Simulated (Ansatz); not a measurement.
# P on Co(0001): change of the work function, part 2 of 4

Wanted: Δφ(θ) for P/Co(0001), starting from the fcc site.

Ansatz 0.2.0; plane-wave DFT, PBE, Ansatz PAW.

So far, work function, upper face (eV): step 2 (the clean slab) 4.93.

## Step 3: The covered slab, k-mesh 4×4×1, coverage 0.111 ML

System of this step: P/Co(0001). The cell holds 37 atoms: 36 Co and 1 P. Cell: a = 7.530 Å, b = 7.530 Å, c = 25.939 Å, α = 90.0°, β = 90.0°, γ = 60.0°. Vacuum lies along c.

The clean slab as it ended is repeated in the plane and the adsorbate is set on one face; the cell's size fixes the coverage, and the k-mesh shrinks with it to keep the sampling density about even. Adsorbate and upper layers relax, since the dipole depends on the height.

Input file input.yaml:

```yaml
crystal:
  lattice:
    - [7.53, 0.0, 0.0]
    - [3.765, 6.5211712905, 0.0]
    - [0.0, 0.0, 25.9394195692]
  atoms:
    - { symbol: Co, position: [0.2222222222, 0.2222222222, 0.346962274], spin: 1.82 }
    - { symbol: Co, position: [0.0, 0.0, 0.4254378156], spin: 1.76 }
    - { symbol: Co, position: [0.2222222222, 0.2222222222, 0.5042910493], spin: 1.74 }
    - { symbol: Co, position: [0.0, 0.0, 0.5792897966], spin: 1.79 }
    - { symbol: Co, position: [0.2222222222, 0.5555555556, 0.346962274], spin: 1.82 }
    - { symbol: Co, position: [0.0, 0.3333333333, 0.4254378156], spin: 1.76 }
    - { symbol: Co, position: [0.2222222222, 0.5555555556, 0.5042910493], spin: 1.74 }
    - { symbol: Co, position: [0.0, 0.3333333333, 0.5792897966], spin: 1.79 }
    - { symbol: Co, position: [0.2222222222, 0.8888888889, 0.346962274], spin: 1.82 }
    - { symbol: Co, position: [0.0, 0.6666666667, 0.4254378156], spin: 1.76 }
    - { symbol: Co, position: [0.2222222222, 0.8888888889, 0.5042910493], spin: 1.74 }
    - { symbol: Co, position: [0.0, 0.6666666667, 0.5792897966], spin: 1.79 }
    - { symbol: Co, position: [0.5555555556, 0.2222222222, 0.346962274], spin: 1.82 }
    - { symbol: Co, position: [0.3333333333, 0.0, 0.4254378156], spin: 1.76 }
    - { symbol: Co, position: [0.5555555556, 0.2222222222, 0.5042910493], spin: 1.74 }
    - { symbol: Co, position: [0.3333333333, 0.0, 0.5792897966], spin: 1.79 }
    - { symbol: Co, position: [0.5555555556, 0.5555555556, 0.346962274], spin: 1.82 }
    - { symbol: Co, position: [0.3333333333, 0.3333333333, 0.4254378156], spin: 1.76 }
    - { symbol: Co, position: [0.5555555556, 0.5555555556, 0.5042910493], spin: 1.74 }
    - { symbol: Co, position: [0.3333333333, 0.3333333333, 0.5792897966], spin: 1.79 }
    - { symbol: Co, position: [0.5555555556, 0.8888888889, 0.346962274], spin: 1.82 }
    - { symbol: Co, position: [0.3333333333, 0.6666666667, 0.4254378156], spin: 1.76 }
    - { symbol: Co, position: [0.5555555556, 0.8888888889, 0.5042910493], spin: 1.74 }
    - { symbol: Co, position: [0.3333333333, 0.6666666667, 0.5792897966], spin: 1.79 }
    - { symbol: Co, position: [0.8888888889, 0.2222222222, 0.346962274], spin: 1.82 }
    - { symbol: Co, position: [0.6666666667, 0.0, 0.4254378156], spin: 1.76 }
    - { symbol: Co, position: [0.8888888889, 0.2222222222, 0.5042910493], spin: 1.74 }
    - { symbol: Co, position: [0.6666666667, 0.0, 0.5792897966], spin: 1.79 }
    - { symbol: Co, position: [0.8888888889, 0.5555555556, 0.346962274], spin: 1.82 }
    - { symbol: Co, position: [0.6666666667, 0.3333333333, 0.4254378156], spin: 1.76 }
    - { symbol: Co, position: [0.8888888889, 0.5555555556, 0.5042910493], spin: 1.74 }
    - { symbol: Co, position: [0.6666666667, 0.3333333333, 0.5792897966], spin: 1.79 }
    - { symbol: Co, position: [0.8888888889, 0.8888888889, 0.346962274], spin: 1.82 }
    - { symbol: Co, position: [0.6666666667, 0.6666666667, 0.4254378156], spin: 1.76 }
    - { symbol: Co, position: [0.8888888889, 0.8888888889, 0.5042910493], spin: 1.74 }
    - { symbol: Co, position: [0.6666666667, 0.6666666667, 0.5792897966], spin: 1.79 }
    - { symbol: P, position: [0.1111111111, 0.1111111111, 0.653037726] }
magnetization:
  spin_polarized: true
kpoints:
  mp_grid: { grid: [4, 4, 1] }
hamiltonian:
  xc: pbe
scf:
  occupations: { method: fermi_dirac, width: 0.1 }
  convergence: { dr2_threshold: 1.0e-08 }
efield:
  axis: 3
  dipole_correction: true
  ramp_position: 0.97
  ramp_width: 0.06
relax:
  f_tol: 0.02
  max_steps: 60
  constraints:
    - { sites: [0, 1, 4, 5, 8, 9, 12, 13, 16, 17, 20, 21, 24, 25, 28, 29, 32, 33] }
output:
  write_potential: true
  write_density: true
  volumetric_format: npy
```

Started as:

```sh
> ansatz run input.yaml --threads 4 --pin off --max-ram 16384MiB --backend cpu --events-out ev --progress --plain --runs-dir out
```

The log of the run:

```text
[...]
Crystal: 37 atoms, lattice volume = 1273.740 Å³
Basis set: ecut = 420 eV, 24999 PW (Γ), exchange–correlation on 108×108×360 points (8 copies of the dense FFT grid, shifted against one another)
Bands: 409, of which v1, the nominal top of the filled ones, is band 309 counted from 1 (308 counted from 0)
Symmetry: 6 space group operations
k-points: 4 of 16 (time reversal used)
[...]
Starting moments: Σ|m| = 63.99 μB on 36 of 37 sites
[...]
SCF iter   1: F=—  HF=-185268.962091 eV  |F-HF|=—  |Δ(HF+E_count)|=         —  Δρ=4.56e-2 (↑1.16e-2 ↓4.56e-2)  dr2=5.77e1  dr2_m=5.05e0  M=62.452 μB ∫|m|=64.789 μB  β_m=1.00  ethr=3.10e-3  p=-0.000 e·Å  D=-1.06e-6 V/Å  ΔV_dip=0.00 eV  dr2_dipole=3.26e-1  V_vac-E_F(+/−)=7.40/7.40 eV  ⟨swp⟩=8.6  Hψ=16534  notcnv=0  defer=326
[...]
SCF iter  18: F=-185285.143319 eV  HF=-185285.143319 eV  |F-HF|=1.89e-9  |Δ(HF+E_count)|=   9.95e-9  Δρ=1.81e-7 (↑9.30e-8 ↓1.81e-7)  dr2=5.78e-10  dr2_m=5.31e-11  M=60.891 μB ∫|m|=66.875 μB  ethr=1.00e-12  p=-0.043 e·Å  D=-6.15e-3 V/Å  ΔV_dip=0.16 eV  dr2_dipole=1.06e-11  V_vac-E_F(+/−)=5.15/4.99 eV  ⟨swp⟩=6.1  Hψ=18292  notcnv=0
SCF 1 converged in 18 iterations: F = -185285.143319 eV  dr2 = 5.78e-10
[...]
relax step   1: F+E_penalty+E_count = -185285.14331944 eV  Δ(F+E_penalty+E_count) = +0.000e0 eV  max|allowed force component| = 2.822e0 eV/Å  Δτ_max = 0.0000 Å  (18 SCF iters, accepted)
[...]
SCF iter  14: F=-185285.501203 eV  HF=-185285.501203 eV  |F-HF|=1.11e-9  |Δ(HF+E_count)|=   1.23e-8  Δρ=3.39e-7 (↑9.32e-8 ↓3.39e-7)  dr2=2.74e-9  dr2_m=2.37e-10  M=60.672 μB ∫|m|=66.585 μB  ethr=1.00e-12  p=-0.033 e·Å  D=-4.74e-3 V/Å  ΔV_dip=0.12 eV  dr2_dipole=1.84e-10  V_vac-E_F(+/−)=5.12/4.99 eV  ⟨swp⟩=6.0  Hψ=16426  notcnv=0
SCF 2 converged in 14 iterations: F = -185285.501203 eV  dr2 = 2.74e-9
[...]
relax step   2: F+E_penalty+E_count = -185285.50120253 eV  Δ(F+E_penalty+E_count) = -3.579e-1 eV  max|allowed force component| = 1.596e0 eV/Å  Δτ_max = 0.1511 Å  (14 SCF iters, accepted)
SCF iter   1: F=—  HF=-185285.597033 eV  |F-HF|=—  |Δ(HF+E_count)|=         —  Δρ=2.31e-3 (↑2.31e-3 ↓2.11e-3)  dr2=8.82e-2  dr2_m=4.74e-2  M=60.404 μB ∫|m|=66.278 μB  β_m=1.00  ethr=1.11e-4  p=-0.033 e·Å  D=-4.74e-3 V/Å  ΔV_dip=0.12 eV  dr2_dipole=2.11e-2  V_vac-E_F(+/−)=5.11/4.98 eV  ⟨swp⟩=5.5  Hψ=9836  notcnv=0  defer=408
[...]
SCF iter  14: F=-185285.623823 eV  HF=-185285.623823 eV  |F-HF|=1.46e-10  |Δ(HF+E_count)|=   6.26e-9  Δρ=1.17e-7 (↑8.92e-8 ↓1.17e-7)  dr2=3.06e-10  dr2_m=3.75e-11  M=60.397 μB ∫|m|=66.220 μB  ethr=1.00e-12  p=-0.020 e·Å  D=-2.82e-3 V/Å  ΔV_dip=0.07 eV  dr2_dipole=2.20e-11  V_vac-E_F(+/−)=5.07/5.00 eV  ⟨swp⟩=6.6  Hψ=17606  notcnv=0
SCF 3 converged in 14 iterations: F = -185285.623823 eV  dr2 = 3.06e-10
relax step   3: F+E_penalty+E_count = -185285.62382285 eV  Δ(F+E_penalty+E_count) = -1.226e-1 eV  max|allowed force component| = 4.604e-1 eV/Å  Δτ_max = 0.1542 Å  (14 SCF iters, accepted)
[...]
relax step   4: F+E_penalty+E_count = -185285.63418977 eV  Δ(F+E_penalty+E_count) = -1.037e-2 eV  max|allowed force component| = 4.935e-2 eV/Å  Δτ_max = 0.0330 Å  (12 SCF iters, accepted)
SCF iter   1: F=—  HF=-185285.635749 eV  |F-HF|=—  |Δ(HF+E_count)|=         —  Δρ=3.75e-4 (↑3.51e-4 ↓3.75e-4)  dr2=1.23e-3  dr2_m=1.19e-3  M=60.482 μB ∫|m|=66.310 μB  β_m=1.00  ethr=5.82e-6  p=-0.024 e·Å  D=-3.46e-3 V/Å  ΔV_dip=0.09 eV  dr2_dipole=2.88e-5  V_vac-E_F(+/−)=5.08/4.99 eV  ⟨swp⟩=3.4  Hψ=6415  notcnv=0  defer=410
[...]
SCF iter  12: F=-185285.635348 eV  HF=-185285.635348 eV  |F-HF|=6.84e-9  |Δ(HF+E_count)|=   9.20e-9  Δρ=6.04e-7 (↑1.35e-7 ↓6.04e-7)  dr2=7.07e-9  dr2_m=8.73e-10  M=60.486 μB ∫|m|=66.312 μB  ethr=1.00e-12  p=-0.026 e·Å  D=-3.64e-3 V/Å  ΔV_dip=0.09 eV  dr2_dipole=2.88e-10  V_vac-E_F(+/−)=5.09/4.99 eV  ⟨swp⟩=6.1  Hψ=17098  notcnv=0
SCF 5 converged in 12 iterations: F = -185285.635348 eV  dr2 = 7.07e-9
relax step   5: F+E_penalty+E_count = -185285.63534780 eV  Δ(F+E_penalty+E_count) = -1.158e-3 eV  max|allowed force component| = 5.451e-3 eV/Å  Δτ_max = 0.0101 Å  (12 SCF iters, accepted)
NSCF: frozen V_eff on 4 k-points
[...]
SCF converged after 12 iterations
Magnetization: 60.4857 μB (338.7428 up, 278.2572 down)
Absolute magnetization: 66.3299 μB (∫|ρ↑−ρ↓|, with the PAW one-centre terms)
[...]
Per-site moments (μB) at R_I (Å): [(1.830335, 1.030734), (1.761355, 1.027811), (1.752128, 0.998487), (1.326585, 0.898735), (1.830411, 1.030734), (1.761355, 1.027811), (1.731965, 0.997492), (1.326585, 0.898735), (1.830335, 1.030734), (1.761130, 1.027302), (1.752128, 0.998487), (1.801971, 0.997492), (1.830411, 1.030734), (1.761355, 1.027811), (1.731965, 0.997492), (1.326585, 0.898735), (1.830411, 1.030734), (1.766247,  [...]
Free energy (F): -185285.635348 eV
[...]
Internal energy: -185284.353801 eV  (E = F + TS)
E sigma→0 (E₀):  -185284.994574 eV
Entropy (-TS):   -1.281547 eV (-34.636 meV/atom)
Fermi energy:    2.501452 eV
Dipole field:    D = -0.003648 V/Å  (p = -0.025682 e·Å, saw-weighted, corrected)
Work function:   Φ+ = 5.0888 eV   Φ− = 4.9941 eV
[...]
--- Forces (eV/Å), atoms counted from 1 ---
  atom   1  Co    -0.00137035    -0.00079117     0.47863576
  atom   2  Co    -0.00628083    -0.00362624    -0.47000975
  atom   3  Co     0.00472110     0.00272573    -0.00177147
  atom   4  Co     0.00224335     0.00129520     0.00295691
  atom   5  Co     0.00606484    -0.00350154     0.45923116
  atom   6  Co    -0.00000000     0.00725247    -0.47000975
  atom   7  Co    -0.00056618     0.00032689    -0.00067229
  atom   8  Co    -0.00000000    -0.00259040     0.00295691
  atom   9  Co     0.00000000     0.00158234     0.47863576
  atom  10  Co     0.03034671    -0.01752068    -0.49673082
  atom  11  Co    -0.00000000    -0.00545145    -0.00177147
  atom  12  Co     0.00093583    -0.00054030    -0.00056932
  atom  13  Co     0.00000000     0.00700307     0.45923116
  atom  14  Co     0.00628083    -0.00362624    -0.47000975
  atom  15  Co     0.00000000    -0.00065377    -0.00067229
  atom  16  Co    -0.00224335     0.00129520     0.00295691
  atom  17  Co    -0.00606484    -0.00350154     0.45923116
  atom  18  Co    -0.04693304    -0.02709680    -0.46133433
  atom  19  Co     0.00056618     0.00032689    -0.00067229
  atom  20  Co     0.00031141     0.00017979     0.00167737
  atom  21  Co    -0.00611193     0.00352872     0.48937273
  atom  22  Co    -0.00000000     0.05419360    -0.46133433
  atom  23  Co     0.00232072    -0.00133987    -0.00067508
  atom  24  Co    -0.00000000    -0.00035958     0.00167737
  atom  25  Co     0.00137035    -0.00079117     0.47863576
  atom  26  Co    -0.00000000     0.03504136    -0.49673082
  atom  27  Co    -0.00472110     0.00272573    -0.00177147
  atom  28  Co    -0.00000000     0.00108060    -0.00056932
  atom  29  Co     0.00000000    -0.00705744     0.48937273
  atom  30  Co     0.04693304    -0.02709680    -0.46133433
  atom  31  Co     0.00000000     0.00267974    -0.00067508
  atom  32  Co    -0.00031141     0.00017979     0.00167737
  atom  33  Co     0.00611193     0.00352872     0.48937273
  atom  34  Co    -0.03034671    -0.01752068    -0.49673082
  atom  35  Co    -0.00232072    -0.00133987    -0.00067508
  atom  36  Co    -0.00093583    -0.00054030    -0.00056932
  atom  37  P     -0.00000000     0.00000000    -0.00032771
  max |Σ_I F_I| component: 4.90e-6 eV/Å
--- Band table (eV; the first three rows and the last of 8) ---
  k-point 0 ↑: bands = [... 305 lower, 1.3435, 1.3542, 1.3560, 1.3575, 1.3575, 1.3604, 1.3762, 1.3795, ... 96 higher]
  k-point 1 ↑: bands = [... 305 lower, 1.3598, 1.3615, 1.3667, 1.4092, 1.4152, 1.4272, 1.4375, 1.4513, ... 96 higher]
  k-point 2 ↑: bands = [... 305 lower, 1.4035, 1.4082, 1.4198, 1.4386, 1.4405, 1.4420, 1.4501, 1.4543, ... 96 higher]
  k-point 3 ↓: bands = [... 305 lower, 3.3141, 3.3562, 3.3742, 3.3892, 3.3987, 3.4151, 3.4174, 3.4333, ... 96 higher]
--- Relaxed structure (5 steps of the walk, 5 accepted, 0 SCFs on fresh bases) ---
  F+E_penalty+E_count = -185285.63534780 eV   max|allowed force component| = 5.451e-3 eV/Å
  atoms:
    - { symbol: Co, position: [0.222222, 0.222222, 0.346962274] }
    - { symbol: Co, position: [1.111110e-11, 1.111110e-11, 0.4254378156] }
    - { symbol: Co, position: [0.221942, 0.221942, 0.504718] }
    - { symbol: Co, position: [-0.00244889, -0.00244889, 0.581020] }
    - { symbol: Co, position: [0.222222, 0.555556, 0.346962274] }
    - { symbol: Co, position: [1.111108e-11, 0.333333, 0.4254378156] }
    - { symbol: Co, position: [0.222454, 0.555440, 0.503922] }
    - { symbol: Co, position: [-0.00244889, 0.338231, 0.581020] }
    - { symbol: Co, position: [0.222222, 0.888889, 0.346962274] }
    - { symbol: Co, position: [-2.222228e-11, 0.666667, 0.4254378156] }
    - { symbol: Co, position: [0.221942, 0.889450, 0.504718] }
    - { symbol: Co, position: [-0.000447372, 0.666890, 0.578423] }
    - { symbol: Co, position: [0.555556, 0.222222, 0.346962274] }
    - { symbol: Co, position: [0.333333, 1.111110e-11, 0.4254378156] }
    - { symbol: Co, position: [0.555440, 0.222454, 0.503922] }
    - { symbol: Co, position: [0.338231, -0.00244889, 0.581020] }
    - { symbol: Co, position: [0.555556, 0.555556, 0.346962274] }
    - { symbol: Co, position: [0.333333, 0.333333, 0.4254378156] }
    - { symbol: Co, position: [0.555440, 0.555440, 0.503922] }
    - { symbol: Co, position: [0.333743, 0.333743, 0.579203] }
    - { symbol: Co, position: [0.555556, 0.888889, 0.346962274] }
    - { symbol: Co, position: [0.333333, 0.666667, 0.4254378156] }
    - { symbol: Co, position: [0.555773, 0.888780, 0.503539] }
    - { symbol: Co, position: [0.333743, 0.665848, 0.579203] }
    - { symbol: Co, position: [0.888889, 0.222222, 0.346962274] }
    - { symbol: Co, position: [0.666667, -2.222223e-11, 0.4254378156] }
    - { symbol: Co, position: [0.889450, 0.221942, 0.504718] }
    - { symbol: Co, position: [0.666890, -0.000447372, 0.578423] }
    - { symbol: Co, position: [0.888889, 0.555556, 0.346962274] }
    - { symbol: Co, position: [0.666667, 0.333333, 0.4254378156] }
    - { symbol: Co, position: [0.888780, 0.555773, 0.503539] }
    - { symbol: Co, position: [0.665848, 0.333743, 0.579203] }
    - { symbol: Co, position: [0.888889, 0.888889, 0.346962274] }
    - { symbol: Co, position: [0.666667, 0.666667, 0.4254378156] }
    - { symbol: Co, position: [0.888780, 0.888780, 0.503539] }
    - { symbol: Co, position: [0.666890, 0.666890, 0.578423] }
    - { symbol: P, position: [0.111111, 0.111111, 0.642621] }
```

The job ended after 27 min (4 threads of Arm Neoverse V1, shared host; peak memory 10 GiB).

Step by step:

| step | energy less that of the first step (eV) | largest force component (eV/Å) |
| --- | --- | --- |
| 1 | 0.0000 | 2.8224 |
| 2 | -0.3579 | 1.5956 |
| 3 | -0.4805 | 0.4604 |
| 4 | -0.4909 | 0.0493 |
| 5 | -0.4920 | 0.0055 |

Forces are held to the 6 operations that the program found; a distortion that breaks them can't arise in this run.

The atoms that moved most (Å):

| atom | dx | dy | dz | length |
| --- | --- | --- | --- | --- |
| P37 | 0.000 | 0.000 | -0.270 | 0.270 |
| Co4 | -0.028 | -0.016 | 0.045 | 0.055 |
| Co16 | 0.028 | -0.016 | 0.045 | 0.055 |
| Co8 | 0.000 | 0.032 | 0.045 | 0.055 |
| Co36 | 0.003 | 0.001 | -0.022 | 0.023 |
| Co12 | -0.003 | 0.001 | -0.022 | 0.023 |
| Co28 | 0.000 | -0.003 | -0.022 | 0.023 |
| Co31 | 0.000 | 0.001 | -0.020 | 0.020 |

Final coordinates:

```cif
data_structure
_symmetry_space_group_name_H-M 'P 1'
_symmetry_Int_Tables_number 1
_cell_length_a 7.5300
_cell_length_b 7.5300
_cell_length_c 25.9394
_cell_angle_alpha 90.000
_cell_angle_beta 90.000
_cell_angle_gamma 60.000
_cell_volume 1273.74
loop_
_atom_site_label
_atom_site_type_symbol
_atom_site_fract_x
_atom_site_fract_y
_atom_site_fract_z
_atom_site_occupancy
Co1 Co 0.22222 0.22222 0.34696 1
Co2 Co 0.00000 0.00000 0.42544 1
Co3 Co 0.22194 0.22194 0.50472 1
Co4 Co 0.99755 0.99755 0.58102 1
Co5 Co 0.22222 0.55556 0.34696 1
Co6 Co 0.00000 0.33333 0.42544 1
Co7 Co 0.22245 0.55544 0.50392 1
Co8 Co 0.99755 0.33823 0.58102 1
Co9 Co 0.22222 0.88889 0.34696 1
Co10 Co 0.00000 0.66667 0.42544 1
Co11 Co 0.22194 0.88945 0.50472 1
Co12 Co 0.99955 0.66689 0.57842 1
Co13 Co 0.55556 0.22222 0.34696 1
Co14 Co 0.33333 0.00000 0.42544 1
Co15 Co 0.55544 0.22245 0.50392 1
Co16 Co 0.33823 0.99755 0.58102 1
Co17 Co 0.55556 0.55556 0.34696 1
Co18 Co 0.33333 0.33333 0.42544 1
Co19 Co 0.55544 0.55544 0.50392 1
Co20 Co 0.33374 0.33374 0.57920 1
Co21 Co 0.55556 0.88889 0.34696 1
Co22 Co 0.33333 0.66667 0.42544 1
Co23 Co 0.55577 0.88878 0.50354 1
Co24 Co 0.33374 0.66585 0.57920 1
Co25 Co 0.88889 0.22222 0.34696 1
Co26 Co 0.66667 0.00000 0.42544 1
Co27 Co 0.88945 0.22194 0.50472 1
Co28 Co 0.66689 0.99955 0.57842 1
Co29 Co 0.88889 0.55556 0.34696 1
Co30 Co 0.66667 0.33333 0.42544 1
Co31 Co 0.88878 0.55577 0.50354 1
Co32 Co 0.66585 0.33374 0.57920 1
Co33 Co 0.88889 0.88889 0.34696 1
Co34 Co 0.66667 0.66667 0.42544 1
Co35 Co 0.88878 0.88878 0.50354 1
Co36 Co 0.66689 0.66689 0.57842 1
P37 P 0.11111 0.11111 0.64262 1
```

This step gave:

| Item | Value |
| --- | --- |
| energy at zero smearing | -185284.9946 eV |
| total moment | 60.49 μB |
| work function, upper face | 5.089 eV |
| work function, lower face | 4.994 eV |
| dipole along the normal | -0.02568 e·Å |
| step between the vacuum levels | 0.09464 eV |

Running mean over 2.03561 Å of the planar mean; the ramp of the sawtooth is left out. The electron's electrostatic potential energy less the Fermi level by z:

z (Å), electron's electrostatic potential energy less the Fermi level (eV) and a bar from the least value:
```
      3.5        5.0 ##############################
      4.0        5.0 ##############################
      4.5        5.0 ##############################
      5.0        5.0 ##############################
      5.5        5.0 ##############################
      6.0        4.9 ##############################
      6.5        4.8 #############################
      7.0        4.2 ############################
      7.5        1.9 ########################
      8.0       -3.5 ##############
      8.5       -8.6 #####
      9.0      -10.3 ##
      9.5      -10.5 ##
     10.0      -10.5 ##
     10.5      -10.5 ##
     11.0      -10.6 ##
     11.5      -10.5 ##
     12.0      -10.5 ##
     12.5      -10.5 ##
     13.0      -10.6 #
     13.5      -11.0 #
     14.0      -11.4 
     14.5      -11.1 #
     15.0      -10.5 ##
     15.5       -9.4 ####
     16.0       -5.1 ###########
     16.5        0.1 #####################
     17.0        2.6 #########################
     17.5        3.6 ###########################
     18.0        4.5 #############################
     18.5        4.9 ##############################
     19.0        5.1 ##############################
     19.5        5.1 ##############################
     20.0        5.1 ##############################
     20.5        5.1 ##############################
     21.0        5.1 ##############################
     21.5        5.1 ##############################
     22.0        5.1 ##############################
     22.5        5.1 ##############################
```

Site moment by element, in μB:

| element | atoms | mean | spread (r.m.s.) | least | largest |
| --- | --- | --- | --- | --- | --- |
| Co | 36 | 1.75 | 0.13 | 1.33 | 1.83 |
| P | 1 | -0.06 | 0.00 | -0.06 | -0.06 |

The atoms farthest from the mean of their element:

| atom | x, y, z (Å) | site moment (μB) |
| --- | --- | --- |
| Co8 | 1.26, 2.21, 15.07 | 1.33 |
| Co16 | 2.54, -0.02, 15.07 | 1.33 |
| Co4 | -0.03, -0.02, 15.07 | 1.33 |
| Co5 | 3.76, 3.62, 9.00 | 1.83 |
| Co17 | 6.28, 3.62, 9.00 | 1.83 |
| Co13 | 5.02, 1.45, 9.00 | 1.83 |
| Co9 | 5.02, 5.80, 9.00 | 1.83 |
| Co1 | 2.51, 1.45, 9.00 | 1.83 |

The relaxation took 5 steps and lowered the energy by 0.49 eV; the largest force on the free atoms ends at 0.0055 eV/Å.

The covered face has 5.09 eV, +0.16 eV against the clean one; the bare back face has moved by +0.01 eV, a measure of how thin the slab is.

(Continued in part 3 of 4.)

[Long decimals in the printed logs are rounded to 6 places.]

[Logs are printed without paths, hosts, clocks, repeated set-up lines and the standing remarks that a program may print on its own settings, such as how far it seeks lower states.]

[Hosts, paths, dates, database ids (printed as entryN), source tags and the programs' standing remarks are cut or masked in the printed files.]

[Maps of the electrostatic potential energy from Ansatz leave out the sawtooth potential of an applied field or a dipole correction, so their vacuum need not be flat; planar profiles and work functions include it.]
